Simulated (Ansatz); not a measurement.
# A hypothetical structure for BaAgS2, part 2 of 2

Starting from a made-up structure for BaAgS2, the aim is the relaxed cell, its shortest contacts and, where a second run follows, its electronic structure.

Ansatz 0.2.0; DFT, PBE, plane-wave PAW, files of the set soft_1, scalar-relativistic, no spin, cell and ions relaxed at zero pressure; PAW set soft_1 (the session's first sound run).

So far: Starting point; Relaxing cell and atoms. The relaxed cell has a, b, c = 4.425, 20.590, 4.983 Å (conventional setting).

### Step 3. Bands of the relaxed cell

A second self-consistent run takes a narrower smearing and the mesh shown in its input; the bands follow along the standard path of the relaxed lattice.

This step: DFT, PBE, plane-wave PAW, files of the set soft_1, scalar-relativistic, no spin, bands and density of states at the relaxed cell; PAW set soft_1 (Ansatz 0.2.0).

Input file input.yaml:

```yaml
crystal:
  lattice:
    - [2.212317897, -10.2948968441, 0.0]
    - [2.212317897, 10.2948968441, 0.0]
    - [0.0, 0.0, 4.9833481699]
  atoms:
    - { symbol: Ba, position: [0.6663876912, 0.3336123088, 0.75] }
    - { symbol: Ba, position: [0.3336123088, 0.6663876912, 0.25] }
    - { symbol: Ag, position: [0.9369581818, 0.0630418182, 0.75] }
    - { symbol: Ag, position: [0.0630418182, 0.9369581818, 0.25] }
    - { symbol: S, position: [0.0548858906, 0.9451141094, 0.75] }
    - { symbol: S, position: [0.8185676231, 0.1814323769, 0.75] }
    - { symbol: S, position: [0.9451141094, 0.0548858906, 0.25] }
    - { symbol: S, position: [0.1814323769, 0.8185676231, 0.25] }
kpoints:
  mp_grid: { grid: [8, 8, 6] }
  band_path:
    path:
      - [[0.0, 0.0, 0.0], [0.26154492, 0.26154492, 0.0], [0.0, 0.5, 0.0], [0.0, 0.5, 0.5], [0.26154492, 0.26154492, 0.5], [0.0, 0.0, 0.5], [0.0, 0.0, 0.0], [-0.5, 0.5, 0.0], [-0.26154492, 0.73845508, 0.0], [-0.26154492, 0.73845508, 0.5], [-0.5, 0.5, 0.5], [-0.5, 0.5, 0.0]]
      - [[0.0, 0.0, 0.5], [-0.5, 0.5, 0.5]]
    npoints: 6
scf:
  occupations: { method: fermi_dirac, width: 0.03 }
  n_extra_bands: 12
hamiltonian:
  xc: pbe
  pseudopotentials: { kind: paw, azcp: { folder: soft_1 } }
output:
  forces: true
  stress: true
  write_bands: true
  dos: { projected: true }
  write_density: true
  write_potential: true
  elf: true
  volumetric_format: npy
```

Started as:

```bash
> ansatz run input.yaml --threads 4 --pin off --max-ram 10240MiB --backend cpu --events-out ev --progress --plain --runs-dir out
```

Numbers of over 12 decimals in the logs are rounded to 6 here.

What it wrote:

```text
[...]
Crystal: 8 atoms, lattice volume = 226.997 Å³
Basis set: ecut = 420 eV, 4465 PW (Γ), FFT grids on a1+a2, a2, a3, exchange–correlation on 60×144×72 points (8 copies of the dense FFT grid, shifted against one another)
Bands: 53, of which v1, the nominal top of the filled ones, is band 41 counted from 1 (40 counted from 0)
Symmetry: 8 space group operations
[...]
k-points: 84 of 384
[...]
SCF iter   1: F=—  HF=-30707.070774 eV  |F-HF|=—  |Δ(HF+E_count)|=         —  Δρ=1.00e-1  dr2=9.15e1  ethr=3.10e-3  ⟨swp⟩=12.4  Hψ=25456  notcnv=0  defer=13
[...]
SCF iter  11: F=-30697.458053 eV  HF=-30697.458053 eV  |F-HF|=2.10e-8  |Δ(HF+E_count)|=   8.06e-8  Δρ=2.47e-6  dr2=1.95e-8  ethr=1.22e-10  ⟨swp⟩=22.6  Hψ=41301  notcnv=0
SCF 1 converged in 11 iterations: F = -30697.458053 eV  dr2 = 1.95e-8
[...]
NSCF: frozen V_eff on 74 k-points
SCF converged after 11 iterations
Free energy (F): -30697.458053 eV
[...]
Internal energy: -30697.457930 eV  (E = F + TS)
E sigma→0 (E₀):  -30697.457992 eV
Entropy (-TS):   -0.000123 eV (-0.015 meV/atom)
Fermi energy:    7.073650 eV
[...]
--- Forces (eV/Å), atoms counted from 1 ---
  atom   1  Ba     0.00000000    -0.00024293    -0.00000000
  atom   2  Ba    -0.00000000     0.00024293     0.00000000
  atom   3  Ag     0.00000000    -0.00493450     0.00000000
  atom   4  Ag    -0.00000000     0.00493450    -0.00000000
  atom   5  S     -0.00000000    -0.00326970     0.00000000
  atom   6  S     -0.00000000    -0.00079545    -0.00000000
  atom   7  S      0.00000000     0.00326970    -0.00000000
  atom   8  S      0.00000000     0.00079545     0.00000000
  max |Σ_I F_I| component: 2.17e-19 eV/Å
--- Stress (GPa, compression-positive) ---
       -0.012129       0.000000      -0.000000
        0.000000      -0.021492      -0.000000
       -0.000000      -0.000000      -0.001244
  P = ⅓ Tr σ = -0.0116 GPa (-0.116 kbar)
--- Band table (eV; the first three rows and the last of 84) ---
  k-point 0: bands = [... 37 lower, 5.7035, 5.7179, 5.9983, 6.0966, 6.2050, 8.6547, 9.3476, 9.9399, ... 8 higher]
  k-point 1: bands = [... 37 lower, 5.7041, 5.9982, 6.0978, 6.2584, 6.4975, 8.9527, 9.6435, 10.4146, ... 8 higher]
  k-point 2: bands = [... 37 lower, 5.5217, 6.0308, 6.1350, 7.3817, 7.5323, 9.8176, 10.3330, 11.0440, ... 8 higher]
  k-point 83: bands = [... 37 lower, 5.4875, 6.0758, 6.0758, 7.8978, 7.8978, 10.9141, 10.9141, 11.3730, ... 8 higher]
```

Run time: 27 s. Hardware: 4 threads of Arm Neoverse V2, shared host; peak memory 1.1 GiB.

This step gave:

* free energy: -30697.4581 eV
* energy at zero smearing: -30697.4580 eV
* Fermi energy: 7.074 eV
* pressure: -0.01162 GPa

From bands.tsv, the bands that come nearest the Fermi level along the path, at its corners, in eV from the Fermi level:

| point | band 38 | band 39 | band 40 | band 41 | band 42 | band 43 | band 44 | band 45 |
| --- | --- | --- | --- | --- | --- | --- | --- | --- |
| Γ | -1.37 | -1.36 | -1.08 | -0.98 | -0.87 | 1.58 | 2.27 | 2.87 |
| X | -1.76 | -1.55 | -1.48 | -1.32 | -1.26 | 3.34 | 3.52 | 3.56 |
| S | -1.76 | -1.56 | -1.47 | -1.42 | -1.22 | 3.27 | 3.38 | 3.84 |
| R | -1.50 | -1.16 | -1.16 | 0.80 | 0.80 | 1.94 | 1.94 | 4.18 |
| A | -1.48 | -1.20 | -1.20 | 0.83 | 0.83 | 1.92 | 1.92 | 4.19 |
| Z | -1.65 | -0.91 | -0.91 | 0.80 | 0.80 | 3.85 | 3.85 | 4.12 |
| Γ | -1.37 | -1.36 | -1.08 | -0.98 | -0.87 | 1.58 | 2.27 | 2.87 |
| Y | -1.38 | -1.31 | -1.18 | -0.98 | -0.95 | 1.68 | 2.15 | 3.27 |
| X1 | -1.76 | -1.55 | -1.48 | -1.32 | -1.26 | 3.34 | 3.52 | 3.56 |
| A1 | -1.48 | -1.20 | -1.20 | 0.83 | 0.83 | 1.92 | 1.92 | 4.19 |
| T | -1.59 | -1.00 | -1.00 | 0.82 | 0.82 | 3.84 | 3.84 | 4.30 |
| Y | -1.38 | -1.31 | -1.18 | -0.98 | -0.95 | 1.68 | 2.15 | 3.27 |
| Z | -1.65 | -0.91 | -0.91 | 0.80 | 0.80 | 3.85 | 3.85 | 4.12 |
| T | -1.59 | -1.00 | -1.00 | 0.82 | 0.82 | 3.84 | 3.84 | 4.30 |

Counts of states for the cell as run, both spins, by energy window (eV from the Fermi level):

| from | to | total |
| --- | --- | --- |
| -8 | -7 | 0.00 |
| -7 | -6 | 0.39 |
| -6 | -5 | 5.81 |
| -5 | -4 | 13.28 |
| -4 | -3 | 4.06 |
| -3 | -2 | 5.30 |
| -2 | -1 | 11.43 |
| -1 | 0 | 1.79 |
| 0 | 1 | 1.93 |
| 1 | 2 | 0.18 |
| 2 | 3 | 2.67 |
| 3 | 4 | 4.09 |
| 4 | 5 | 8.58 |

A further 40.0 states lie below the table's range.

Valence density in the ab plane of the cell as run, not the conventional one, at fractional z = 0.250, with atoms of Ba and Ag and S within 0.2 Å of it. It is the smooth field of the valence electrons, not physical close to the nuclei.

Values in e/Å³, 13 rows by 16 columns, each cell a mean:
```
 8 16  4  1  1  1  0  0  0  0  0  0  1  1  1  1
13  3  1  1  1  0  0  1  1  0  0  0  1  1  1  7
 1  1  1  1  0  0  1  1  1  0  0  0  0  0  3  5
 1  1  1  0  1  1  1  1  0  0  0  0  0  1  1  0
 1  1  0  1  1  1  1  0  0  0  0  0  0  0  0  0
 0  0  1  1  1  1  0  0  0  0  0  0  0  0  0  0
 0  0  1  1  0  0  0  0  0  0  0  0  0  0  0  0
 0  0  0  0  0  0  0  0  0  0  0  0  0  0  0  0
 0  0  0  0  0  0  0  0  0  0  0  0  0  0  0  0
 0  1  1  0  0  0  0  0  0  0  0  0  0  0  0  0
 1  1  0  0  0  0  0  0  0  0  0  0  0  0  0  0
 1  1  1  2  1  0  0  0  0  0  0  0  0  0  1  1
 1  4  9  3  0  1  1  0  0  0  0  0  0  1  1  1
```
Columns run along a (10.5 Å), rows up along b (10.5 Å). Atoms in or near the plane, at fractional coordinates: Ba at (0.33, 0.67), Ag at (0.06, 0.94), S at (0.95, 0.05), S at (0.18, 0.82).

Electrostatic potential energy in the ab plane of the cell as run, not the conventional one, at fractional z = 0.250, with atoms of Ba and Ag and S within 0.2 Å of it. With pseudopotentials it is smooth inside the atoms' cores, unlike the true potential.

Ten even steps from '_' (-40 eV) to '@' (12 eV), each cell a mean:
```
++==****==++%%%%++--==##@@@@@@@@%%%%%%%%%%@@@@%%==....::++%%
==####==++%%**--....++%%@@@@%%%%######%%%%@@%%++::..==##%%++
**++==**##==......==%%@@@@%%**++==**##%%@@%%##++==**%%%%++==
====####--..::..==%%@@%%##==::::==**%%@@@@%%####%%@@%%++--==
++%%##::::--..==%%@@%%++::____::++%%@@@@@@@@@@@@@@%%**------
%%##::..::::**%%%%##==______..++%%@@@@@@@@@@@@@@@@##====++##
##--__..--##%%%%**::________++%%@@@@@@@@@@@@@@@@%%****##%%@@
++::--++%%@@%%**..______..++%%@@@@@@@@@@@@@@@@@@%%%%%%@@@@%%
++**%%@@@@%%++..______..++%%@@@@@@@@@@@@@@@@@@@@@@@@@@@@@@##
%%@@@@@@%%++..______::**%%@@@@@@@@@@@@@@@@@@@@@@@@@@@@@@%%%%
@@@@@@%%++..____..==##%%@@@@@@@@@@@@@@@@@@@@@@@@@@@@@@@@@@@@
@@@@%%**--____::**%%@@@@@@@@@@@@@@@@@@@@@@@@@@@@@@@@@@@@@@@@
@@%%##++----++##%%@@@@@@@@@@@@@@@@@@@@@@@@@@@@@@@@@@@@@@@@@@
%%%%**++**##%%@@@@@@@@@@@@@@@@@@@@@@@@@@@@@@@@@@@@@@@@@@@@@@
%%######%%%%@@@@@@@@@@@@@@@@@@@@@@@@@@@@@@@@@@@@@@@@@@@@@@@@
%%%%%%%%@@@@@@@@@@@@@@@@@@@@@@@@@@@@@@@@@@@@@@@@@@@@@@@@@@%%
%%@@@@@@@@@@@@@@@@@@@@@@@@@@@@@@@@@@@@@@@@@@@@@@@@@@@@@@@@%%
@@@@%%####%%@@@@@@@@@@@@@@@@@@@@@@@@@@@@@@@@@@@@@@@@@@@@@@@@
%%##++==##%%@@@@@@@@@@@@@@@@@@@@@@@@@@@@@@@@@@@@@@@@@@@@@@@@
==....==%%@@@@%%##%%%%@@@@@@@@@@@@@@@@@@@@@@@@@@@@@@@@@@@@%%
..__--##%%%%**++**%%@@@@@@@@@@@@@@@@@@@@@@@@@@@@@@@@@@@@**::
..--##%%**==--==**%%@@@@@@@@@@@@@@@@@@@@@@@@@@@@@@@@%%++..::
--####++------**%%@@@@%%%%@@@@@@@@@@@@@@@@@@@@@@@@%%==..--..
##**====++--++%%@@%%**##%%@@@@@@@@@@%%%%%%@@@@@@%%==..::..==
```
Columns run along a (10.5 Å; values clipped at the 3rd and 97th percentile), rows up along b (10.5 Å). Atoms in or near the plane, at fractional coordinates: Ba at (0.33, 0.67), Ag at (0.06, 0.94), S at (0.95, 0.05), S at (0.18, 0.82).

ELF in the ab plane of the cell as run, not the conventional one, at fractional z = 0.250, with atoms of Ba and Ag and S within 0.2 Å of it. It is the smooth field of the valence electrons, not physical close to the nuclei.

Ten even steps from '_' (0.01) to '@' (0.91), each cell a mean:
```
--++####++----##%%%%@@@@%%++..__::==++==....==%%@@**==**%%++
++%%##++--==####**##@@%%++..::++##%%##--..==%%@@@@##%%##==--
####==::++##++::++%%%%==..==##@@@@%%++..--%%@@@@@@%%**----++
++----**##::__==%%##--::**%%@@@@@@##::--##@@@@@@%%++::--++**
----####::__==%%##----##%%##%%@@##--::**@@@@%%**--::--==++==
==####--::++%%**::++%%##--==%%%%--..++%%%%##++::..--====--::
%%%%**++##%%++::**%%==..::##%%==..--**##++--....::----::::==
@@%%%%@@##--::##%%--__..##%%--__::====--::....::::::::::++%%
@@@@@@**::--####::__--%%%%--____::::....__....::::..::++%%@@
@@%%++..--%%%%--..++%%##::______________..........::++%%@@@@
##--..--%%@@**++##%%++..________________........::++##%%@@%%
::__--%%@@@@%%%%##--..________________________::==**%%%%##++
__--##@@@@@@%%++::......____________________..::==****++--..
::**%%%%%%++--::--==--..____________________..::--==--::____
--****++--::--**##++--..____________________....::..______..
----::::--**%%%%##==..____________________________________..
....--**%%@@@@##==..........______________________________..
::++%%@@@@@@%%++::..........__........______________________
##@@@@@@@@%%++::..::::::......::--::..__________________..--
@@%%%%@@%%==::::----::....--==++++==::________________::++%%
==++%%%%==::------::..::==**####**--..______________--**%%##
::%%##--::======--::--**%%%%%%##++..______________--##%%++..
%%##----++++==--::==##%%@@@@%%++::____________..==%%%%--__::
**--==****++--::++%%@@@@@@%%**::____..::..__..==%%%%==..==%%
```
Columns run along a (10.5 Å), rows up along b (10.5 Å). Atoms in or near the plane, at fractional coordinates: Ba at (0.33, 0.67), Ag at (0.06, 0.94), S at (0.95, 0.05), S at (0.18, 0.82).

### Step 4. Outcome

```
space group, relaxed : Cmcm
conventional cell    : a = 4.425, b = 20.590, c = 4.983 Å; α = 90.0°, β = 90.0°, γ = 90.0°
volume per atom      : 28.37 Å³ (guess 26.38)
```

BaAgS2 relaxes to Cmcm with a = 4.425, b = 20.590 and c = 4.983 Å. The guessed volume was 7 % too small. The space group Cmcm was held in the relaxation, so the end point is a stationary structure within it and may be a saddle against distortions or other arrangements. Bands cross the Fermi level, so it is a metal or semimetal at this level. On the 8×8×6 mesh with the narrower smearing (relaxed on 6×6×6) the largest force component is 0.005 eV/Å and the largest stress component is 0.021 GPa, within the relaxation's thresholds of 0.015 eV/Å and 0.05 GPa. The cutoff wasn't tested. Spin-orbit coupling is left out, which can matter for elements this heavy. No dispersion term is used, so weakly bound directions may come out too long. The runs have no spin, and magnetism wasn't tested. Nothing here tests whether the compound is stable against decomposition.

[Logs are printed without paths, hosts, clocks, repeated set-up lines and the standing remarks that a program may print on its own settings, such as how far it seeks lower states.]

[Hosts, paths, dates, database ids (printed as entryN), source tags and the programs' standing remarks are cut or masked in the printed files.]
